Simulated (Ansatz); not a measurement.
# One crystal, many levels of theory: WSe2 (P6_3/mmc), part 2 of 3

Aim: the gap of WSe2 (P6_3/mmc) at several levels of theory on one structure, with the time that each takes.

Ansatz 0.2.0; density functionals, hybrids and G0W0, plane waves, PAW. Known limits of the many-body steps: finite bands, screening cutoff and k mesh; no spin-orbit coupling in G0W0.

So far. Step 5 (PBE+SOC on the 12×12×2 mesh): Over mesh and listed points the gap is 0.905 eV, from k = Γ to k = (0.167, 0.167, 0.000). The least direct gap found is 1.313 eV, at k = (0.333, 0.333, 0.000). PBE+SOC against PBE: 0.905 − 0.974 = −0.069 eV, with the same mesh, set of files (read in its fully relativistic form for the spin-orbit run) and cutoff, and both edges at the same k points.

The database entry behind the starting cell differs from later determinations by our own check (a about 0.2 % long), so it need not match the best structure at ambient conditions.

In doubt: masses and optical values from hybrid runs of this build are listed as unsure (step 11), which bears on the screening that GW takes from such a start.

## 7. HSE06 on the 6×6×2 mesh

HSE06 mixes in a quarter of exact exchange at short range.

This step: DFT, HSE06, plane waves, PAW.

Input file input.yaml:

```yaml
crystal:
  lattice:
    - [3.29, 0.0, 0.0]
    - [-1.645, 2.8492235785, 0.0]
    - [0.0, 0.0, 12.97]
  atoms:
    - { symbol: W, position: [0.3333333333, 0.6666666667, 0.25] }
    - { symbol: W, position: [0.6666666667, 0.3333333333, 0.75] }
    - { symbol: Se, position: [0.3333333333, 0.6666666667, 0.621] }
    - { symbol: Se, position: [0.6666666667, 0.3333333333, 0.121] }
    - { symbol: Se, position: [0.3333333333, 0.6666666667, 0.879] }
    - { symbol: Se, position: [0.6666666667, 0.3333333333, 0.379] }
kpoints:
  mp_grid: { grid: [6, 6, 2] }
  band_path:
    path:
      - [0.0, 0.0, 0.0]
      - [0.5, 0.0, 0.0]
      - [0.33333333, 0.33333333, 0.0]
      - [0.0, 0.0, 0.5]
      - [0.5, 0.0, 0.5]
      - [0.33333333, 0.33333333, 0.5]
      - [0.1666666667, 0.1666666667, 0.0]
    npoints: 1
hamiltonian:
  xc: hse06
scf:
  occupations: { method: fixed }
  n_extra_bands: 6
output:
  eigenvalues: true
  write_density: true
  write_potential: true
  elf: true
  volumetric_format: npy
```

The run is started by

```bash
> ansatz run input.yaml --threads 3 --pin off --max-ram 92160MiB --backend cuda --events-out ev --progress --plain --runs-dir out --devices 1 --max-vram 13GiB  # rebuilt from the run's record
```

Numbers of over 12 decimals in the logs are rounded to 6 here.

What it wrote:

```text
[...]
GPUs: using 1 of 1 available (devices: 1).
[...]
davidson cushion auto → on  (no smearing: the cushion is to keep the highest requested band from converging to the state above it; pin scf.eigensolver.cushion to override)
[...]
GPU FFT provider: cuFFT
GPU libraries: cuBLAS 13.8.2, cuFFT 12.4.0, cuSOLVER 12.3.4
Crystal: 6 atoms, lattice volume = 121.580 Å³
Basis set: ecut = 420 eV, 2419 PW (Γ)
[...]
Fermi energy:    12.634012 eV
[...]
--- Band table (eV; the first three rows and the last of 14) ---
  k-point 0: bands = [... 42 lower, 10.9438, 11.3276, 11.4059, 12.6340, 15.9085, 15.9085, 15.9617, 15.9617, ... 2 higher]
  k-point 1: bands = [... 42 lower, 10.9119, 10.9119, 12.3695, 12.3695, 15.9102, 15.9102, 15.9102, 15.9102, ... 2 higher]
  k-point 2: bands = [... 42 lower, 10.5129, 11.3510, 11.4050, 11.8830, 14.8410, 15.4521, 15.4583, 15.5447, ... 2 higher]
  k-point 13: bands = [... 42 lower, 9.5026, 9.5026, 12.2768, 12.2768, 14.4100, 14.4100, 15.6929, 15.6929, ... 2 higher]
[key lines of the parts left out:]
Free energy (F): -42657.166890 eV
```

The job ended after 25 s (1 × NVIDIA H100 80GB HBM3 (shared by 6 runs) with 3 threads of AMD EPYC 7R13 (Zen 3), shared host; peak memory 1.5 GiB).

Numbers from this step:

* gap: 1.446 eV
* valence top at: Γ
* conduction bottom at: k = (0.167, 0.167, 0.000)
* least direct gap: 1.985 eV
* exact-exchange fraction: 0.25

Over mesh and listed points the gap is 1.446 eV, from k = Γ to k = (0.167, 0.167, 0.000). The least direct gap found is 1.985 eV, at k = (0.333, 0.333, 0.000). HSE06 against PBE: 1.446 − 0.974 = +0.472 eV. The runs also differ in mesh (12×12×2 and 6×6×2), so how much of this comes from the functional alone is not known.

## 8. PBE0 on the 6×6×2 mesh

PBE0 mixes in a quarter of exact exchange at all distances.

This step: DFT, PBE0, plane waves, PAW.

Edit input.yaml of step 7 so:

```diff
@@ -25,3 +25,3 @@
 hamiltonian:
-  xc: hse06
+  xc: pbe0
 scf:
@@ -31,5 +31 @@
   eigenvalues: true
-  write_density: true
-  write_potential: true
-  elf: true
-  volumetric_format: npy
```

What it wrote:

```text
[...]
GPUs: using 1 of 1 available (devices: 1).
[...]
GPU FFT provider: cuFFT
GPU libraries: cuBLAS 13.8.2, cuFFT 12.4.0, cuSOLVER 12.3.4
Crystal: 6 atoms, lattice volume = 121.580 Å³
Basis set: ecut = 420 eV, 2419 PW (Γ)
Bands: 52, of which v1, the nominal top of the filled ones, is band 46 counted from 1 (45 counted from 0)
Symmetry: 24 space group operations
[...]
k-points: 14 of 72
[...]
Fermi energy:    12.311999 eV
[...]
--- Band table (eV; the first three rows and the last of 14) ---
  k-point 0: bands = [... 42 lower, 10.6001, 10.9814, 11.0348, 12.3120, 16.2666, 16.2666, 16.3241, 16.3241, ... 2 higher]
  k-point 1: bands = [... 42 lower, 10.5679, 10.5679, 12.0381, 12.0381, 16.2691, 16.2691, 16.2691, 16.2691, ... 2 higher]
  k-point 2: bands = [... 42 lower, 10.1563, 11.0082, 11.0442, 11.5416, 15.1874, 15.8037, 15.8147, 15.9088, ... 2 higher]
  k-point 13: bands = [... 42 lower, 9.1264, 9.1264, 11.9472, 11.9472, 14.7371, 14.7371, 16.0516, 16.0516, ... 2 higher]
[key lines of the parts left out:]
Free energy (F): -42651.951124 eV
```

The job ended after 23 s (1 × NVIDIA H100 80GB HBM3 (shared by 6 runs) with 3 threads; peak memory 1.5 GiB).

This step gave:

| Quantity | Value |
| --- | --- |
| gap | 2.095 eV |
| valence top at | Γ |
| conduction bottom at | k = (0.167, 0.167, 0.000) |
| least direct gap | 2.632 eV |
| exact-exchange fraction | 0.25 |

Over mesh and listed points the gap is 2.095 eV, from k = Γ to k = (0.167, 0.167, 0.000). The least direct gap found is 2.632 eV, at k = (0.333, 0.333, 0.000). PBE0 against HSE06: 2.095 − 1.446 = +0.649 eV, with the same mesh, files and cutoff, and both edges at the same k points.

## 9. DDH-PBE0 on the 6×6×2 mesh

The input asks for a share of exact exchange of one over the crystal's ε∞, which the program works out first.

This step: DFT, dielectric-dependent PBE0 (fraction 1/eps_inf of PBE), plane waves, PAW.

Edit input.yaml of step 8 so:

```diff
@@ -12,2 +12,3 @@
     - { symbol: Se, position: [0.6666666667, 0.3333333333, 0.379] }
+  host: atoms
 kpoints:
@@ -25,3 +26,6 @@
 hamiltonian:
-  xc: pbe0
+  xc:
+    exchange: pbe
+    correlation: pbe
+    exx: { coeff: inverse_dielectric }
 scf:
@@ -31 +35,5 @@
   eigenvalues: true
+  write_density: true
+  write_potential: true
+  elf: true
+  volumetric_format: npy
```

What it wrote:

```text
[...]
the fraction of exact exchange is that of a crystal of W2Se4
GPUs: using 1 of 1 available (devices: 1).
[...]
a weight of exact exchange comes from the crystal, and the text's number only plans the run
Solving k-mesh 6×6×4 for the fraction of exact exchange
[...]
Fermi energy:    12.757096 eV
[...]
--- Band table (eV; the first three rows and the last of 14) ---
  k-point 0: bands = [... 42 lower, 11.1873, 11.5950, 11.6088, 12.7571, 15.8045, 15.8045, 15.8576, 15.8576, ... 2 higher]
  k-point 1: bands = [... 42 lower, 11.1583, 11.1583, 12.5224, 12.5224, 15.8094, 15.8094, 15.8094, 15.8094, ... 2 higher]
  k-point 2: bands = [... 42 lower, 10.8127, 11.6115, 11.6270, 12.0542, 14.7895, 15.3470, 15.4028, 15.4820, ... 2 higher]
  k-point 13: bands = [... 42 lower, 9.8780, 9.8780, 12.4059, 12.4059, 14.4261, 14.4261, 15.5957, 15.5957, ... 2 higher]
[key lines of the parts left out:]
Free energy (F): -42650.026604 eV
```

Run time: 70 s. Hardware: 1 × NVIDIA H100 80GB HBM3 (shared by 6 runs) with 3 threads; peak memory 2.8 GiB; 2.1 min of CPU time.

This step gave:

* gap: 1.321 eV
* valence top at: Γ
* conduction bottom at: k = (0.167, 0.167, 0.000)
* least direct gap: 1.874 eV
* exact-exchange fraction: 0.07926

Over mesh and listed points the gap is 1.321 eV, from k = Γ to k = (0.167, 0.167, 0.000). The least direct gap found is 1.874 eV, at k = (0.333, 0.333, 0.000). DDH-PBE0 against PBE0: 1.321 − 2.095 = −0.774 eV, with the same mesh, files and cutoff, and both edges at the same k points.

## 10. G0W0@PBE, 6×6×2 mesh, 780 empty bands, screening to 200 eV

G0W0 replaces the xc potential by a self-energy built once from the orbitals of the start. Levels are corrected in the window of bands that the input names, at points of the mesh.

This step: G0W0 on PBE, plane waves, PAW.

Input file input.yaml:

```yaml
crystal:
  lattice:
    - [3.29, 0.0, 0.0]
    - [-1.645, 2.8492235785, 0.0]
    - [0.0, 0.0, 12.97]
  atoms:
    - { symbol: W, position: [0.3333333333, 0.6666666667, 0.25] }
    - { symbol: W, position: [0.6666666667, 0.3333333333, 0.75] }
    - { symbol: Se, position: [0.3333333333, 0.6666666667, 0.621] }
    - { symbol: Se, position: [0.6666666667, 0.3333333333, 0.121] }
    - { symbol: Se, position: [0.3333333333, 0.6666666667, 0.879] }
    - { symbol: Se, position: [0.6666666667, 0.3333333333, 0.379] }
kpoints:
  mp_grid: { grid: [6, 6, 2] }
hamiltonian:
  xc: pbe
scf:
  occupations: { method: fixed }
gw:
  n_empty_bands: 780
  ecut_chi: 200.0
  qp_bands: [v2, c2]
  qp_kpoints: band_edges
  screening: { model: contour_deformation }
```

What it wrote:

```text
GPUs: using 1 of 1 available (devices: 1).
[...]
GPU FFT provider: cuFFT
GPU libraries: cuBLAS 13.8.2, cuFFT 12.4.0, cuSOLVER 12.3.4
Crystal: 6 atoms, lattice volume = 121.580 Å³
Basis set: ecut = 420 eV, 2419 PW (Γ)
Bands: 56, of which v1, the nominal top of the filled ones, is band 46 counted from 1 (45 counted from 0)
Symmetry: 24 space group operations
[...]
k-points: 14 of 72
[...]
1    48     15.6022   -13.8250    -4.2852   -18.1422  0.7544    15.6343    15.6342  root
[...]
13    45     12.6187   -18.3733     0.2750   -17.7227  0.7512    12.2414    12.2431  root
    13    46     12.6187   -18.3733     0.2750   -17.7227  0.7512    12.2414    12.2431  root
    13    47     14.2841   -15.5713    -4.0707   -19.6909  0.7435    14.3332    14.3331  root
    13    48     14.2841   -15.5713    -4.0707   -19.6909  0.7435    14.3332    14.3331  root
[key lines of the parts left out:]
SCF converged after 6 iterations
Free energy (F): -42649.206099 eV
Fermi energy:    12.956967 eV
```

Run time: 60 s. Hardware: 1 × NVIDIA H100 80GB HBM3 (shared by 6 runs) with 3 threads; peak memory 3.1 GiB.

Numbers from this step:

```
bands summed                                    : 826
RPA ε∞ on this mesh (eigenvalues)               : 7.117, 15.25, 15.25
plane waves in the screening matrix             : 773
G0W0 gap over the corrected points              : 1.295 eV
k of the valence top                            : 0, 0, 0
k of the conduction bottom                      : 0.1667, 0.1667, 0
starting gap on the mesh                        : 0.9758 eV
Z at the valence top                            : 0.7513
Z at the conduction bottom                      : 0.7632
least direct G0W0 gap over the corrected points : 1.941 eV
```

Over 10 of 14 irreducible mesh points the G0W0 gap is 1.295 eV, from k = Γ to k = (0.167, 0.167, 0.000). The PBE gap of this run on the mesh is 0.976 eV. The two states that bound the G0W0 gap lie that far apart at the start, so the correction of the gap is 1.295 − 0.976 = +0.319 eV.

## 11. G0W0@HSE06, 6×6×2 mesh, 362 empty bands, screening to 120 eV

This step: G0W0 on HSE06, plane waves, PAW.

Edit input.yaml of step 10 so:

```diff
@@ -15,3 +15,3 @@
 hamiltonian:
-  xc: pbe
+  xc: hse06
 scf:
@@ -19,4 +19,4 @@
 gw:
-  n_empty_bands: 780
-  ecut_chi: 200.0
+  n_empty_bands: 362
+  ecut_chi: 120
   qp_bands: [v2, c2]
```

What it wrote:

```text
GPUs: using 1 of 1 available (devices: 1).
[...]
GPU FFT provider: cuFFT
GPU libraries: cuBLAS 13.8.2, cuFFT 12.4.0, cuSOLVER 12.3.4
Crystal: 6 atoms, lattice volume = 121.580 Å³
Basis set: ecut = 420 eV, 2419 PW (Γ)
Bands: 56, of which v1, the nominal top of the filled ones, is band 46 counted from 1 (45 counted from 0)
Symmetry: 24 space group operations
[...]
k-points: 14 of 72
[...]
1    47     15.9102   -13.6360    -4.0145   -17.6997  0.7790    15.9595    15.9594  root
     1    48     15.9102   -13.6360    -4.0145   -17.6997  0.7790    15.9595    15.9594  root
[...]
13    45     12.2767   -18.2492     0.4028   -17.8378  0.7778    12.2681    12.2681  root
    13    46     12.2767   -18.2492     0.4028   -17.8378  0.7778    12.2681    12.2681  root
    13    47     14.4099   -15.4094    -3.7685   -19.2903  0.7716    14.5225    14.5223  root
    13    48     14.4099   -15.4094    -3.7685   -19.2903  0.7716    14.5225    14.5223  root
[key lines of the parts left out:]
Free energy (F): -42657.166890 eV
Fermi energy:    12.633944 eV
```

Elapsed: 66 s, on 1 × NVIDIA H100 80GB HBM3 (shared by 6 runs) with 3 threads; peak memory 2.2 GiB.

This step gave:

```
bands summed                                    : 408
RPA ε∞ on this mesh (eigenvalues)               : 5.875, 12.18, 12.18
plane waves in the screening matrix             : 341
G0W0 gap over the corrected points              : 1.445 eV
k of the valence top                            : 0, 0, 0
k of the conduction bottom                      : 0.1667, 0.1667, 0
starting gap on the mesh                        : 1.446 eV
Z at the valence top                            : 0.7780
Z at the conduction bottom                      : 0.7879
least direct G0W0 gap over the corrected points : 2.096 eV
```

Over 10 of 14 irreducible mesh points the G0W0 gap is 1.445 eV, from k = Γ to k = (0.167, 0.167, 0.000). The HSE06 gap of this run on the mesh is 1.446 eV. The two states that bound the G0W0 gap lie that far apart at the start, so the correction of the gap is 1.445 − 1.446 = −0.001 eV. G0W0@HSE06 against G0W0@PBE with 408 bands (a further run, in the table below): 1.445 − 1.261 = +0.184 eV, with the same mesh, files and cutoffs, and both edges at the same k points.

## 12. G0W0@PBEsol, 6×6×2 mesh, 362 empty bands, screening to 120 eV

This step: G0W0 on PBEsol, plane waves, PAW.

Edit input.yaml of step 11 so:

```diff
@@ -15,3 +15,3 @@
 hamiltonian:
-  xc: hse06
+  xc: pbesol
 scf:
```

What it wrote:

```text
GPUs: using 1 of 1 available (devices: 1).
[...]
GPU FFT provider: cuFFT
GPU libraries: cuBLAS 13.8.2, cuFFT 12.4.0, cuSOLVER 12.3.4
Crystal: 6 atoms, lattice volume = 121.580 Å³
Basis set: ecut = 420 eV, 2419 PW (Γ)
Bands: 56, of which v1, the nominal top of the filled ones, is band 46 counted from 1 (45 counted from 0)
Symmetry: 24 space group operations
[...]
k-points: 14 of 72
[...]
1    48     15.4580   -13.8023    -4.1198   -18.2320  0.7549    15.7697    15.7678  root
[...]
13    45     12.4629   -18.3280     0.4092   -17.8353  0.7529    12.3794    12.3795  root
    13    46     12.4629   -18.3280     0.4092   -17.8353  0.7529    12.3794    12.3795  root
    13    47     14.1249   -15.5336    -3.9299   -19.8185  0.7465    14.4820    14.4799  root
    13    48     14.1249   -15.5336    -3.9299   -19.8185  0.7465    14.4820    14.4799  root
[key lines of the parts left out:]
SCF converged after 7 iterations
Free energy (F): -42213.519961 eV
Fermi energy:    12.811455 eV
```

Elapsed: 26 s, on 1 × NVIDIA H100 80GB HBM3 (shared by 6 runs) with 3 threads; peak memory 1.6 GiB; 30 s of CPU time.

This step gave:

- bands summed: 408
- RPA ε∞ on this mesh (eigenvalues): 7.371, 15.58, 15.58
- plane waves in the screening matrix: 341
- G0W0 gap over the corrected points: 1.244 eV
- k of the valence top: 0, 0, 0
- k of the conduction bottom: 0.1667, 0.1667, 0
- starting gap on the mesh: 0.9402 eV
- Z at the valence top: 0.7535
- Z at the conduction bottom: 0.7652
- least direct G0W0 gap over the corrected points: 1.941 eV

Over 11 of 14 irreducible mesh points the G0W0 gap is 1.244 eV, from k = Γ to k = (0.167, 0.167, 0.000). The PBEsol gap of this run on the mesh is 0.940 eV. The two states that bound the G0W0 gap lie that far apart at the start, so the correction of the gap is 1.244 − 0.940 = +0.304 eV. G0W0@PBEsol against G0W0@HSE06 with 408 bands: 1.244 − 1.445 = −0.201 eV, with the same mesh, files and cutoffs, and both edges at the same k points.

(Continued in part 3 of 3.)

[Paths, hosts, dates, memory and timing lines, banners, echoed tables and standing remarks are left out of the program output.]

[Logs are printed without paths, hosts, clocks, repeated set-up lines and the standing remarks that a program may print on its own settings, such as how far it seeks lower states.]

[Runs of the session that timed out or met a known fault of the program may be left out.]

[Cells called generated may have been cut or substituted from an entry of the Crystallography Open Database or the Materials Project.]

[Hosts, paths, dates, database ids (printed as entryN), source tags and the programs' standing remarks are cut or masked in the printed files.]

[Where an RPA ε∞ is given, it is that of the G0W0 mesh and is not shown converged in it. Names of k-points follow the symmetry that the program found, which can be lower than the space group named. Band edges on a path are those of the sampled points; other points can move an edge, and change direct to indirect where valleys lie close.]

[Hybrid gaps are those of their k-mesh and are not shown converged in it.]
